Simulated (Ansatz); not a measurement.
Rows from a G0W0 calculation on LiPS3 (C2/m) (Ansatz 0.2.0; G0W0 on PBE with a share 0.05 of screened exact exchange (omega 0.2078 1/A), plane waves, PAW; PAW set soft_1; 2×2×2 mesh, 862 empty bands, screening to 150 eV, PAW set soft_1 files), in eV. Spin-orbit coupling is left out.

| row | Σx | Σc | Vxc | Z |
| --- | --- | --- | --- | --- |
| A | -9.43 | -4.12 | -14.04 | 0.76 |
| B | -18.47 | 2.06 | -15.56 | 0.75 |
| C | -7.72 | -4.06 | -12.21 | 0.78 |
| D | -17.91 | 2.22 | -14.83 | 0.75 |
| E | -9.04 | -4.00 | -13.48 | 0.77 |
| F | -10.06 | -4.07 | -14.61 | 0.76 |

Which rows are filled states and which are empty ones, and how can one tell?

Filled: B and D. Empty: A, C, E and F. The sign of Σc tells: for a filled state bare exchange, which holds its interaction with itself, lies below Vxc (Σx − Vxc is -2.9 eV or lower here) and screening gives part back as a positive Σc. For an empty state Σx lies above Vxc (+4.4 eV or more) and the Coulomb hole leaves Σc negative.

[Runs of the session that timed out or met a known fault of the program may be left out.]

[Cells called generated may have been cut or substituted from an entry of the Crystallography Open Database or the Materials Project.]

[Hosts, paths, dates, database ids (printed as entryN), source tags and the programs' standing remarks are cut or masked in the printed files.]
